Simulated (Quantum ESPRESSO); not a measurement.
# CrPbO3: energy against a fixed spin moment

Wanted: E(M) for CrPbO3 from a parallel start.

Program: Quantum ESPRESSO 7.5. Level of theory: PBEsol with U = 4.38 eV on Cr d (ortho-atomic projectors); plane waves with GBRV 1.5 PBEsol potentials, no spin-orbit coupling. Results are calculated unless marked as measured.

Most raw output is cut from this account.

## Step 1: Set-up

The structure is cubic, space group Pm-3m (No. 221). Conventional cell: a = 4.011 Å, b = 4.011 Å, c = 4.011 Å, α = 90.00°, β = 90.00°, γ = 90.00°. Nearest to Cr lie 6 O at 2.01 Å. Nearest to Pb lie 12 O at 2.84 Å. Nearest to O lie 2 Cr at 2.01 Å. Farther neighbours and most contacts between anions are not listed.

The cell comes from Materials Project 2023-11-01, a database of computed structures, and need not be the stable phase.

## Step 2: No moment imposed

Input file pw.in:

```
&CONTROL
  calculation = 'scf'
  prefix = 'pwscf'
  outdir = './tmp'
  pseudo_dir = './pseudo'
  disk_io = 'nowf'
/
&SYSTEM
  ibrav = 0
  celldm(1) = 8
  nat = 5
  ntyp = 3
  ecutwfc = 40
  ecutrho = 280
  nbnd = 34
  occupations = 'smearing'
  smearing = 'fd'
  degauss = 0.00734986
  nspin = 2
  starting_magnetization(1) = 0.2143
  starting_magnetization(2) = 0
  starting_magnetization(3) = 0
/
&ELECTRONS
  conv_thr = 1d-08
  electron_maxstep = 150
  mixing_beta = 0.3
/
ATOMIC_SPECIES
Cr     51.9961 cr_pbesol_v1.5.uspp.F.UPF
Pb    207.2000 pb_pbesol_v1.uspp.F.UPF
O      15.9990 o_pbesol_v1.2.uspp.F.UPF
CELL_PARAMETERS alat
   0.9475086788874    0.0000000000000    0.0000000000000
   0.0000000000000    0.9475086788874    0.0000000000000
   0.0000000000000    0.0000000000000    0.9475086788874
ATOMIC_POSITIONS crystal
Cr      0.0000000000    0.0000000000    0.0000000000
Pb      0.5000000000    0.5000000000    0.5000000000
O       0.0000000000    0.0000000000    0.5000000000
O       0.0000000000    0.5000000000    0.0000000000
O       0.5000000000    0.0000000000    0.0000000000
K_POINTS automatic
6 6 6 0 0 0
HUBBARD {ortho-atomic}
U Cr-3d 4.3800
```

Run with:

```console
> OMP_NUM_THREADS=1 mpirun -n 2 pw.x -nk 2 -in pw.in > pw.out
```

It took 30 s on 2 MPI ranks of Intel Xeon Platinum 8259CL at 2.50GHz (Skylake/Cascade Lake), shared host; peak memory 0.27 GiB; 60 s of CPU time.

Spin moment in the atom's sphere by atom:

```csv
atom,spin moment in the atom's sphere (μB)
Cr1,2.35
Pb2,-0.04
O3,-0.24
O4,-0.24
O5,-0.24
```

Read from the output:

- smearing term TS: 0.09346 eV
- magnetization: 2.012 μB
- absolute magnetization: 3.627 μB
- final state: ferromagnetic

## Step 3: Moment fixed at 0 μB

The two spin channels are filled to separate Fermi energies, so that the total moment meets the target. Half of the up one less the down one is the slope dE/dM.

Edit pw.in of step 2 so:

```diff
@@ -19,5 +19,6 @@
   nspin = 2
-  starting_magnetization(1) = 0.2143
+  starting_magnetization(1) = 0.0107
   starting_magnetization(2) = 0
   starting_magnetization(3) = 0
+  tot_magnetization = 0
 /
```

Run time: 36 s. Hardware: 2 MPI ranks; peak memory 0.27 GiB.

Numbers from this step:

```
magnetization                                 : 0 μB
absolute magnetization                        : 0 μB
half the difference of the two Fermi energies : -0.1 meV
largest moment                                : 0 μB
```

## Step 4: Moment fixed at 0.453 μB

Edit pw.in of step 3 so:

```diff
@@ -19,6 +19,6 @@
   nspin = 2
-  starting_magnetization(1) = 0.0107
+  starting_magnetization(1) = 0.0324
   starting_magnetization(2) = 0
   starting_magnetization(3) = 0
-  tot_magnetization = 0
+  tot_magnetization = 0.453
 /
```

Elapsed: 37 s, on 2 MPI ranks; peak memory 0.36 GiB.

Spin moment in the atom's sphere by atom:

```
atom  spin moment in the atom's sphere (μB)
 Cr1                                  0.734
 Pb2                                 -0.017
  O3                                 -0.120
  O4                                 -0.120
  O5                                 -0.120
```

Read from the output:

- magnetization: 0.453 μB
- absolute magnetization: 1.293 μB
- half the difference of the two Fermi energies: -673.2 meV

## Step 5: Moment fixed at 0.905 μB

Edit pw.in of step 4 so:

```diff
@@ -19,6 +19,6 @@
   nspin = 2
-  starting_magnetization(1) = 0.0324
+  starting_magnetization(1) = 0.0646
   starting_magnetization(2) = 0
   starting_magnetization(3) = 0
-  tot_magnetization = 0.453
+  tot_magnetization = 0.905
 /
```

Run time: 35 s. Hardware: 2 MPI ranks; peak memory 0.36 GiB; 70 s of CPU time.

Numbers from this step:

```yaml
magnetization: 0.905 μB
absolute_magnetization: 2.31 μB
half_the_difference_of_the_two_fermi_energies: -1217 meV
largest_moment: 1.349 μB
```

## Step 6: All moments

The runs not shown differ in the target, the start and the number of states alone. The point at 2.01 μB is the free run, entered with slope zero.

The energy over the lowest by total spin moment:

```
total spin moment (μB a cell)  energy over the lowest (meV a cell)
                         0.00                                 2343
                         0.45                                 2186
                         0.91                                 1755
                         1.36                                 1098
                         1.81                                  306
                         2.01                                    0
                         2.26                                 27.7
                         2.72                                  102
```

The dE/dM by total spin moment:

| total spin moment (μB a cell) | dE/dM (meV/μB) |
| --- | --- |
| 0.00 | -0.0802 |
| 0.45 | -673 |
| 0.91 | -1217 |
| 1.36 | -1667 |
| 1.81 | -1736 |
| 2.01 | 0 |
| 2.26 | 146 |
| 2.72 | 177 |

Table of largest site moment by total spin moment:

| total spin moment (μB a cell) | largest site moment (μB) |
| --- | --- |
| 0.00 | 2.5e-5 |
| 0.45 | 0.734 |
| 0.91 | 1.35 |
| 1.36 | 1.94 |
| 1.81 | 2.31 |
| 2.01 | 2.35 |
| 2.26 | 2.34 |
| 2.72 | 2.35 |

## Step 7: Summary of results

```
moment of the free run      : 2.01 μB a cell
energy at zero total moment : 2343 meV a cell over the lowest
```

**Reading.** At zero total moment the site moments vanish, so the 2343 meV a cell is the energy of forming them, the change of the Hubbard energy included. The points show one minimum alone. The free run has a whole-number moment, and the slope goes from -1736 to 146 meV/μB between its neighbours: a kink, as where a spin channel has a gap, so no stiffness is given. The cell holds one seeded atom, so opposed orders, which may lie lower, cannot form in it. Energies are free energies at an electronic temperature of 1160 K, which lowers moments and differences where the moments are itinerant. The smearing term is large for its width, so states at the Fermi level are partly filled: at this level the cell is a metal or has a gap of a few widths at most.

[Logs and program files are shortened in this print: banners, set-up blocks, solver, clock and traceback lines can be left out without a mark of their own.]

[Logs are printed without paths, hosts, clocks, repeated set-up lines and the standing remarks that a program may print on its own settings, such as how far it seeks lower states.]

[Hosts, paths, dates, database ids (printed as entryN), source tags and the programs' standing remarks are cut or masked in the printed files.]

[Where a cell is said to come from a database of computed structures, the database is the Materials Project.]
